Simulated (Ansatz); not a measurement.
# One crystal, many levels of theory: WSe2 (P6_3/mmc)

Aim: the gap of WSe2 (P6_3/mmc) at several levels of theory on one structure, with the time that each takes.

Main program and level: Ansatz 0.2.0; density functionals, hybrids and G0W0, plane waves, PAW.

The database entry behind the starting cell differs from later determinations by our own check (a about 0.2 % long), so it need not match the best structure at ambient conditions.

## 1. Set-up

The structure is hexagonal, space group P6_3/mmc (No. 194). Conventional cell: a = 3.290 Å, b = 3.290 Å, c = 12.970 Å, α = 90.00°, β = 90.00°, γ = 120.00°. W has 6 Se at 2.53 Å nearest. Nearest to Se lie 3 W at 2.53 Å. Farther neighbours and most contacts between anions are not listed.

The cell and positions come from the Crystallography Open Database and are kept as given unless a step says otherwise. Spin-orbit coupling is left out unless a step names it. The default PAW set here is soft_2. Its files were made with PBE.

## 2. LDA on the 12×12×2 mesh

This step: DFT, LDA, plane waves, PAW.

Input file input.yaml:

```yaml
crystal:
  lattice:
    - [3.29, 0.0, 0.0]
    - [-1.645, 2.8492235785, 0.0]
    - [0.0, 0.0, 12.97]
  atoms:
    - { symbol: W, position: [0.3333333333, 0.6666666667, 0.25] }
    - { symbol: W, position: [0.6666666667, 0.3333333333, 0.75] }
    - { symbol: Se, position: [0.3333333333, 0.6666666667, 0.621] }
    - { symbol: Se, position: [0.6666666667, 0.3333333333, 0.121] }
    - { symbol: Se, position: [0.3333333333, 0.6666666667, 0.879] }
    - { symbol: Se, position: [0.6666666667, 0.3333333333, 0.379] }
kpoints:
  mp_grid: { grid: [12, 12, 2] }
  band_path:
    path:
      - [0.0, 0.0, 0.0]
      - [0.5, 0.0, 0.0]
      - [0.33333333, 0.33333333, 0.0]
      - [0.0, 0.0, 0.5]
      - [0.5, 0.0, 0.5]
      - [0.33333333, 0.33333333, 0.5]
      - [0.1666666667, 0.1666666667, 0.0]
    npoints: 1
hamiltonian:
  xc: lda
scf:
  occupations: { method: fixed }
  n_extra_bands: 6
output:
  eigenvalues: true
  forces: true
  stress: true
  write_density: true
  write_potential: true
  elf: true
  volumetric_format: npy
```

The run is started by

```bash
> ansatz run input.yaml --threads 3 --pin off --max-ram 92160MiB --backend cuda --events-out ev --progress --plain --runs-dir out --devices 1 --max-vram 13GiB  # rebuilt from the run's record
```

Numbers of over 12 decimals in the logs are rounded to 6 here.

What it wrote:

```text
scf.n_extra_bands = 6 over 46 filled bands (N_el = 92.0): the run solves 52 bands
GPUs: using 1 of 1 available (devices: 1).
Engine: ansatz 0.2.0, x86_64-unknown-linux-gnu
Pseudopotentials: kind: paw
Pseudopotential: W, paw, valence charge 14, recommended cutoff 420 eV (normal), W.paw.azcp
Pseudopotential: Se, paw, valence charge 16, recommended cutoff 420 eV (normal), Se.paw.azcp
Functional definition: SPW92
  exchange = slater_x
  correlation = pw_c
device memory: the entry about to start is reckoned to put 4.0 GiB on a device that reports 44.5 GiB free (of which the cap on the GPU budget leaves the run 13.0 GiB)
GPU FFT provider: cuFFT
GPU libraries: cuBLAS 13.8.2, cuFFT 12.4.0, cuSOLVER 12.3.4
Crystal: 6 atoms, lattice volume = 121.580 Å³
Basis set: ecut = 420 eV, 2419 PW (Γ)
Bands: 52, of which v1, the nominal top of the filled ones, is band 46 counted from 1 (45 counted from 0)
Symmetry: 24 space group operations
Space group: P63/mmc (ITA 194), of the structure as read, at distance tolerance 5.0e-5 Å
k-points: 38 of 288
Non-local potential: W, projectors of the file, l = 0: 3, l = 1: 2, l = 2: 2, l = 3: 1
Non-local potential: Se, projectors of the file, l = 0: 2, l = 1: 2, l = 2: 3, l = 3: 1
PAW form: soft (Blöchl's): semilocal exchange-correlation on the pseudo side does not see the compensation charge
PAW frozen core: W, regenerated for the run's functional, and the local potential with it (the file was generated under x = pbe(κ = 0.804, μ = 0.219515), c = pbe(β = 0.066725))
PAW frozen core: Se, regenerated for the run's functional, and the local potential with it (the file was generated under x = pbe(κ = 0.804, μ = 0.219515), c = pbe(β = 0.066725))
PAW one-centre angular grid: W, 590 points (default); XC on 64 Gauss nodes
PAW one-centre angular grid: Se, 590 points (default); XC on 64 Gauss nodes
Initial density: superposition of atomic densities (neutral atoms: chi_scale 0, normalization atom), corrected by the library's trained network
Initial wavefunctions: pseudopotential atomic-orbital guess
GPU buffer pool allocated for 51840 grid points (all kernels)
GPU transforms: local potential and band sums: pruned to the plane-wave sphere, on 24×24×90
Functional: x = slater, c = lda
SCF iter   1: F=—  HF=-41796.326510 eV  |F-HF|=—  |Δ(HF+E_count)|=         —  Δρ=6.30e-3  dr2=2.66e-2  ethr=1.77e-3  ⟨swp⟩=4.9  Hψ=6224  notcnv=0  defer=123
preconditioner: auto → Resta (q_TF=auto, 2.604 Å⁻¹)  ε∞=7.5  [insulator: Δε(μ)=0.923 eV  Ē_g=7.919 eV  n_scr=40 (ndim 8)  ℏωp=20.2 eV  f_vac=0.044  ε∞_Penn≈7.5]
SCF iter   2: F=—  HF=-41796.325599 eV  |F-HF|=—  |Δ(HF+E_count)|=   9.11e-4  Δρ=3.56e-3  dr2=5.68e-3  ethr=2.89e-5  ⟨swp⟩=2.1  Hψ=2981  notcnv=0  defer=150
SCF iter   3: F=—  HF=-41796.326156 eV  |F-HF|=—  |Δ(HF+E_count)|=   5.57e-4  Δρ=1.38e-3  dr2=1.20e-3  ethr=6.17e-6  ⟨swp⟩=2.1  Hψ=2528  notcnv=0  defer=150
SCF iter   4: F=—  HF=-41796.326305 eV  |F-HF|=—  |Δ(HF+E_count)|=   1.50e-4  Δρ=1.51e-4  dr2=5.58e-5  ethr=1.30e-6  ⟨swp⟩=2.9  Hψ=3635  notcnv=0  defer=150
SCF iter   5: F=—  HF=-41796.326318 eV  |F-HF|=—  |Δ(HF+E_count)|=   1.26e-5  Δρ=4.41e-5  dr2=3.94e-6  ethr=6.07e-8  ⟨swp⟩=2.0  Hψ=3629  notcnv=0  defer=20
SCF iter   6: F=—  HF=-41796.326314 eV  |F-HF|=—  |Δ(HF+E_count)|=   4.15e-6  Δρ=2.66e-5  dr2=1.17e-6  ethr=4.28e-9  ⟨swp⟩=2.0  Hψ=3629  notcnv=0  defer=20
SCF iter   7: F=-41796.326314 eV  HF=-41796.326314 eV  |F-HF|=5.57e-9  |Δ(HF+E_count)|=   1.00e-7  Δρ=5.40e-6  dr2=5.99e-8  ethr=1.09e-10  ⟨swp⟩=10.4  Hψ=16625  notcnv=0
SCF 1 converged in 7 iterations: F = -41796.326314 eV  dr2 = 5.99e-8
[...]
device memory: the entry about to start is reckoned to put 2.3 GiB on a device that reports 44.5 GiB free (of which the cap on the GPU budget leaves the run 13.0 GiB)
NSCF: frozen V_eff on 7 k-points
SCF converged after 7 iterations
Free energy (F): -41796.326314 eV
Harris-Foulkes:  -41796.326314 eV  (|F-HF|=5.57e-9)
Internal energy: -41796.326314 eV  (E = F + TS)
E sigma→0 (E₀):  -41796.326314 eV
Fermi energy:    12.621870 eV
--- Per-component energies (eV) ---
  E_band       = -1718.252459
  E_kinetic    = 1381.834546
  E_local      = -11477.332053  (includes V_loc(G=0)·N_el)
  E_nonlocal   = -2341.424266
  E_hartree    = 5501.263372
  E_xc         = -946.827428
  E_vxc        = -874.964637  (∫ρ·V_xc dr)
  E_paw        = -23928.428257  (= ΣΔE_a)
  E_vpaw       = 591.098472  (= ΣTr[D̂ρ^β])
  E_aug_tail   = -0.002526  (compensation charges beyond the density's cutoff)
  E_ewald      = -9994.845457
  E_core_change = 9.435755  (= ΣΔE_core)
  E_smearing   = -0.000000  (= −TS)
  E_closure    = -0.000000  (closes the sum)
  Σ components = -41796.326314   (vs F -41796.326314, Δ=0.00e0)
--- Forces (eV/Å), atoms counted from 1 ---
  atom   1  W     -0.00000000    -0.00000000     0.00000000
  atom   2  W      0.00000000     0.00000000     0.00000000
  atom   3  Se    -0.00000000    -0.00000000     0.35495818
  atom   4  Se    -0.00000000     0.00000000     0.35495818
  atom   5  Se     0.00000000    -0.00000000    -0.35495818
  atom   6  Se    -0.00000000     0.00000000    -0.35495818
  max |Σ_I F_I| component: 4.63e-18 eV/Å
--- Stress (GPa, compression-positive) ---
       -4.121806      -0.000000       0.000000
        0.000000      -4.121806       0.000000
        0.000000       0.000000      -3.714643
  P = ⅓ Tr σ = -3.9861 GPa (-39.861 kbar)
--- Band table (eV; the first three rows and the last of 38) ---
  k-point 0: bands = [... 42 lower, 11.1246, 11.4955, 11.5985, 12.6219, 15.2498, 15.2498, 15.3008, 15.3008, ... 2 higher]
  k-point 1: bands = [... 42 lower, 11.0972, 11.0972, 12.4120, 12.4120, 15.2556, 15.2556, 15.2556, 15.2556, ... 2 higher]
  k-point 2: bands = [... 42 lower, 11.0674, 11.5228, 11.7896, 12.4492, 14.9970, 15.0398, 15.0880, 15.1727, ... 2 higher]
  k-point 37: bands = [... 42 lower, 9.9111, 9.9111, 12.2658, 12.2658, 13.9209, 13.9209, 14.9976, 14.9976, ... 2 higher]
```

Wall time 3.4 s (1 × NVIDIA H100 80GB HBM3 (shared by 6 runs) with 3 threads of AMD EPYC 7R13 (Zen 3), shared host); peak memory 1 GiB.

The column dr2 measures how far the density is from self-consistency, as an energy; F and HF (Harris–Foulkes) agree once it is small.

This step gave:

* pressure: -3.986 GPa
* gap: 0.9204 eV
* valence top at: Γ
* conduction bottom at: k = (0.167, 0.167, 0.000)
* least direct gap: 1.510 eV

Over mesh and listed points the gap is 0.920 eV, from k = Γ to k = (0.167, 0.167, 0.000). The least direct gap found is 1.510 eV, at k = (0.333, 0.333, 0.000).

## 3. PBEsol on the 12×12×2 mesh

This step: DFT, PBEsol, plane waves, PAW.

Edit input.yaml of step 2 so:

```diff
@@ -25,3 +25,3 @@
 hamiltonian:
-  xc: lda
+  xc: pbesol
 scf:
@@ -33,5 +33 @@
   stress: true
-  write_density: true
-  write_potential: true
-  elf: true
-  volumetric_format: npy
```

What it wrote:

```text
[...]
GPUs: using 1 of 1 available (devices: 1).
[...]
GPU FFT provider: cuFFT
GPU libraries: cuBLAS 13.8.2, cuFFT 12.4.0, cuSOLVER 12.3.4
Crystal: 6 atoms, lattice volume = 121.580 Å³
Basis set: ecut = 420 eV, 2419 PW (Γ), exchange–correlation on 48×48×180 points (8 copies of the dense FFT grid, shifted against one another)
Bands: 52, of which v1, the nominal top of the filled ones, is band 46 counted from 1 (45 counted from 0)
Symmetry: 24 space group operations
[...]
k-points: 38 of 288
[...]
GPU buffer pool allocated for 51840 grid points (all kernels)
[...]
SCF iter   1: F=—  HF=-42213.516938 eV  |F-HF|=—  |Δ(HF+E_count)|=         —  Δρ=4.85e-3  dr2=1.60e-2  ethr=1.77e-3  ⟨swp⟩=4.9  Hψ=6231  notcnv=0  defer=127
[...]
atom   2  W     -0.00000000     0.00000000     0.00000000
  atom   3  Se    -0.00000000    -0.00000000     0.12989415
  atom   4  Se    -0.00000000     0.00000000     0.12989415
  atom   5  Se     0.00000000    -0.00000000    -0.12989415
  atom   6  Se     0.00000000     0.00000000    -0.12989415
  max |Σ_I F_I| component: 5.78e-18 eV/Å
--- Stress (GPa, compression-positive) ---
       -1.606369       0.000000       0.000000
        0.000000      -1.606369       0.000000
        0.000000       0.000000      -0.521962
  P = ⅓ Tr σ = -1.2449 GPa (-12.449 kbar)
--- Band table (eV; the first three rows and the last of 38) ---
  k-point 0: bands = [... 42 lower, 11.3149, 11.6845, 11.7654, 12.8121, 15.4517, 15.4517, 15.5020, 15.5020, ... 2 higher]
  k-point 1: bands = [... 42 lower, 11.2874, 11.2874, 12.5975, 12.5975, 15.4578, 15.4578, 15.4578, 15.4578, ... 2 higher]
  k-point 2: bands = [... 42 lower, 11.2518, 11.7110, 11.9582, 12.6390, 15.2127, 15.2442, 15.2921, 15.3807, ... 2 higher]
  k-point 37: bands = [... 42 lower, 10.0902, 10.0902, 12.4611, 12.4611, 14.1248, 14.1248, 15.2027, 15.2027, ... 2 higher]
[key lines of the parts left out:]
SCF converged after 7 iterations
Free energy (F): -42213.522954 eV
Fermi energy:    12.812091 eV
```

Wall time 4.6 s (1 × NVIDIA H100 80GB HBM3 (shared by 6 runs) with 3 threads); peak memory 0.96 GiB; 5.3 s of CPU time.

This step gave:

* pressure: -1.245 GPa
* gap: 0.9387 eV
* valence top at: Γ
* conduction bottom at: k = (0.167, 0.167, 0.000)
* least direct gap: 1.518 eV

Over mesh and listed points the gap is 0.939 eV, from k = Γ to k = (0.167, 0.167, 0.000). The least direct gap found is 1.518 eV, at k = (0.333, 0.333, 0.000). PBEsol against LDA: 0.939 − 0.920 = +0.019 eV, with the same mesh, files and cutoff, and both edges at the same k points.

## 4. PBE on the 12×12×2 mesh

Levels along a band path and on the mesh show where this functional puts the band edges.

This step: DFT, PBE, plane waves, PAW.

Edit input.yaml of step 3 so:

```diff
@@ -16,14 +16,10 @@
     path:
-      - [0.0, 0.0, 0.0]
-      - [0.5, 0.0, 0.0]
-      - [0.33333333, 0.33333333, 0.0]
-      - [0.0, 0.0, 0.5]
-      - [0.5, 0.0, 0.5]
-      - [0.33333333, 0.33333333, 0.5]
-      - [0.1666666667, 0.1666666667, 0.0]
-    npoints: 1
+      - [[0.0, 0.0, 0.0], [0.5, 0.0, 0.0], [0.33333333, 0.33333333, 0.0], [0.0, 0.0, 0.0], [0.0, 0.0, 0.5], [0.5, 0.0, 0.5], [0.33333333, 0.33333333, 0.5], [0.0, 0.0, 0.5]]
+      - [[0.5, 0.0, 0.5], [0.5, 0.0, 0.0]]
+      - [[0.33333333, 0.33333333, 0.5], [0.33333333, 0.33333333, 0.0]]
+    npoints: 10
 hamiltonian:
-  xc: pbesol
+  xc: pbe
 scf:
-  occupations: { method: fixed }
+  occupations: { method: fermi_dirac, width: 0.02 }
   n_extra_bands: 6
@@ -33 +29,5 @@
   stress: true
+  write_density: true
+  write_potential: true
+  elf: true
+  volumetric_format: npy
```

What it wrote:

```text
[...]
GPUs: using 1 of 1 available (devices: 1).
[...]
GPU FFT provider: cuFFT
GPU libraries: cuBLAS 13.8.2, cuFFT 12.4.0, cuSOLVER 12.3.4
Crystal: 6 atoms, lattice volume = 121.580 Å³
Basis set: ecut = 420 eV, 2419 PW (Γ), exchange–correlation on 48×48×180 points (8 copies of the dense FFT grid, shifted against one another)
[...]
k-point 0: bands = [... 42 lower, 11.4570, 11.8529, 11.8903, 12.9575, 15.5965, 15.5965, 15.6470, 15.6470, ... 2 higher]
  k-point 1: bands = [... 42 lower, 11.4294, 11.4294, 12.7410, 12.7410, 15.6020, 15.6020, 15.6020, 15.6020, ... 2 higher]
  k-point 2: bands = [... 42 lower, 11.3931, 11.8773, 12.0810, 12.7852, 15.3666, 15.4010, 15.4479, 15.5227, ... 2 higher]
  k-point 37: bands = [... 42 lower, 10.2229, 10.2229, 12.6170, 12.6170, 14.2840, 14.2840, 15.3886, 15.3886, ... 2 higher]
[key lines of the parts left out:]
SCF converged after 6 iterations
Free energy (F): -42649.209014 eV
Fermi energy:    13.426762 eV
P = ⅓ Tr σ = 3.7105 GPa (37.105 kbar)
```

It took 9.3 s on 1 × NVIDIA H100 80GB HBM3 (shared by 6 runs) with 3 threads; peak memory 1 GiB.

Numbers from this step:

```yaml
pressure: 3.710 GPa
gap: 0.9743 eV
valence_top_at: Γ
conduction_bottom_at: k = (0.167, 0.167, 0.000)
least_direct_gap: 1.527 eV
```

Over mesh and path the gap is 0.974 eV, from k = Γ to k = (0.167, 0.167, 0.000). The least direct gap found is 1.527 eV, at k = (0.333, 0.333, 0.000). PBE against PBEsol: 0.974 − 0.939 = +0.035 eV, with the same mesh, files and cutoff, and both edges at the same k points.

## 5. PBE+SOC on the 12×12×2 mesh

This run has two-component orbitals with spin-orbit coupling.

This step: DFT, PBE with spin-orbit coupling, plane waves, PAW.

input.yaml, the sections that differ from step 4:

```yaml
kpoints:
  mp_grid: { grid: [12, 12, 2] }
  band_path:
    path:
      - [0.0, 0.0, 0.0]
      - [0.5, 0.0, 0.0]
      - [0.33333333, 0.33333333, 0.0]
      - [0.0, 0.0, 0.5]
      - [0.5, 0.0, 0.5]
      - [0.33333333, 0.33333333, 0.5]
      - [0.1666666667, 0.1666666667, 0.0]
    npoints: 1
scf:
  occupations: { method: fermi_dirac, width: 0.02 }
  n_extra_bands: 12
magnetization:
  noncollinear: true
  spin_orbit: true
output:
  eigenvalues: true
  forces: true
  stress: true
# crystal, hamiltonian: as in step 4
```

What it wrote:

```text
[...]
GPUs: using 1 of 1 available (devices: 1).
[...]
non-collinear run that drives no moment, with spin-orbit: no starting moment large enough to seed its density (crystal.atoms[].spin), no starting occupations that ask for one, no magnetisation constraint and no magnetic field, so the semilocal B_xc is pinned to zero
[...]
k-point 1: bands = [... 88 lower, 12.7978, 12.7978, 12.7978, 12.7978, 15.4462, 15.4462, 15.4462, 15.4462, ... 8 higher]
  k-point 2: bands = [... 88 lower, 12.1066, 12.1066, 12.8431, 12.8431, 15.3003, 15.3003, 15.3779, 15.3779, ... 8 higher]
  k-point 37: bands = [... 88 lower, 12.4064, 12.4064, 12.8564, 12.8564, 14.2406, 14.2406, 14.2808, 14.2808, ... 8 higher]
[key lines of the parts left out:]
SCF converged after 9 iterations
Magnetization: |M| = 0.0000 μB,  M = (+0.0000, +0.0000, +0.0000) μB
Free energy (F): -42699.066695 eV
Fermi energy:    13.457942 eV
P = ⅓ Tr σ = 3.7148 GPa (37.148 kbar)
```

Elapsed: 8.2 s, on 1 × NVIDIA H100 80GB HBM3 (shared by 6 runs) with 3 threads; peak memory 1.1 GiB; 13 s of CPU time.

Numbers from this step:

- pressure: 3.715 GPa
- gap: 0.9048 eV
- valence top at: Γ
- conduction bottom at: k = (0.167, 0.167, 0.000)
- least direct gap: 1.313 eV

Over mesh and listed points the gap is 0.905 eV, from k = Γ to k = (0.167, 0.167, 0.000). The least direct gap found is 1.313 eV, at k = (0.333, 0.333, 0.000). PBE+SOC against PBE: 0.905 − 0.974 = −0.069 eV, with the same mesh, set of files (read in its fully relativistic form for the spin-orbit run) and cutoff, and both edges at the same k points. The spin-orbit run sees mesh and listed points alone, so its gap is an upper bound: the coupling can move an edge off these points, and the change over the zone, its sign included where it is small, is not known.

## 6. r2SCAN on the 12×12×2 mesh

r2SCAN is a meta-GGA: it depends on the kinetic-energy density as well as on the density and its gradient.

This step: DFT, r2SCAN, plane waves, PAW.

Edit input.yaml of step 5 so:

```diff
@@ -25,9 +25,6 @@
 hamiltonian:
-  xc: pbe
+  xc: r2scan
 scf:
-  occupations: { method: fermi_dirac, width: 0.02 }
-  n_extra_bands: 12
-magnetization:
-  noncollinear: true
-  spin_orbit: true
+  occupations: { method: fixed }
+  n_extra_bands: 6
 output:
```

What it wrote:

```text
[...]
GPUs: using 1 of 1 available (devices: 1).
[...]
GPU FFT provider: cuFFT
GPU libraries: cuBLAS 13.8.2, cuFFT 12.4.0, cuSOLVER 12.3.4
Crystal: 6 atoms, lattice volume = 121.580 Å³
Basis set: ecut = 500 eV, 3053 PW (Γ), exchange–correlation on 96×96×384 points (64 copies of the dense FFT grid, shifted against one another)
[...]
k-point 0: bands = [... 42 lower, 11.1738, 11.5945, 11.6628, 12.7919, 15.5552, 15.5552, 15.6072, 15.6072, ... 2 higher]
  k-point 1: bands = [... 42 lower, 11.1447, 11.1447, 12.5507, 12.5507, 15.5583, 15.5583, 15.5583, 15.5583, ... 2 higher]
  k-point 2: bands = [... 42 lower, 11.1057, 11.6831, 11.7934, 12.6123, 15.3383, 15.3910, 15.4341, 15.4644, ... 2 higher]
  k-point 37: bands = [... 42 lower, 9.8808, 9.8808, 12.4224, 12.4224, 14.2038, 14.2038, 15.3825, 15.3825, ... 2 higher]
[key lines of the parts left out:]
SCF converged after 8 iterations
Free energy (F): -42710.723478 eV
Fermi energy:    12.791871 eV
P = ⅓ Tr σ = 1.6869 GPa (16.869 kbar)
```

It took 7.5 s on 1 × NVIDIA H100 80GB HBM3 (shared by 6 runs) with 3 threads; peak memory 1.1 GiB.

Numbers from this step:

```yaml
pressure: 1.687 GPa
gap: 1.095 eV
valence_top_at: Γ
conduction_bottom_at: k = (0.167, 0.167, 0.000)
least_direct_gap: 1.645 eV
```

Over mesh and listed points the gap is 1.095 eV, from k = Γ to k = (0.167, 0.167, 0.000). The least direct gap found is 1.645 eV, at k = (0.333, 0.333, 0.000). r2SCAN against PBE: 1.095 − 0.974 = +0.121 eV. The runs also differ in plane-wave cutoff (420 eV and 500 eV), so how much of this comes from the functional alone is not known.

(Continued in part 2 of 3.)

[Paths, hosts, dates, memory and timing lines, banners, echoed tables and standing remarks are left out of the program output.]

[Logs are printed without paths, hosts, clocks, repeated set-up lines and the standing remarks that a program may print on its own settings, such as how far it seeks lower states.]

[Runs of the session that timed out or met a known fault of the program may be left out.]

[Cells called generated may have been cut or substituted from an entry of the Crystallography Open Database or the Materials Project.]

[Hosts, paths, dates, database ids (printed as entryN), source tags and the programs' standing remarks are cut or masked in the printed files.]

[Where an RPA ε∞ is given, it is that of the G0W0 mesh and is not shown converged in it. Names of k-points follow the symmetry that the program found, which can be lower than the space group named. Band edges on a path are those of the sampled points; other points can move an edge, and change direct to indirect where valleys lie close.]

[Hybrid gaps are those of their k-mesh and are not shown converged in it.]
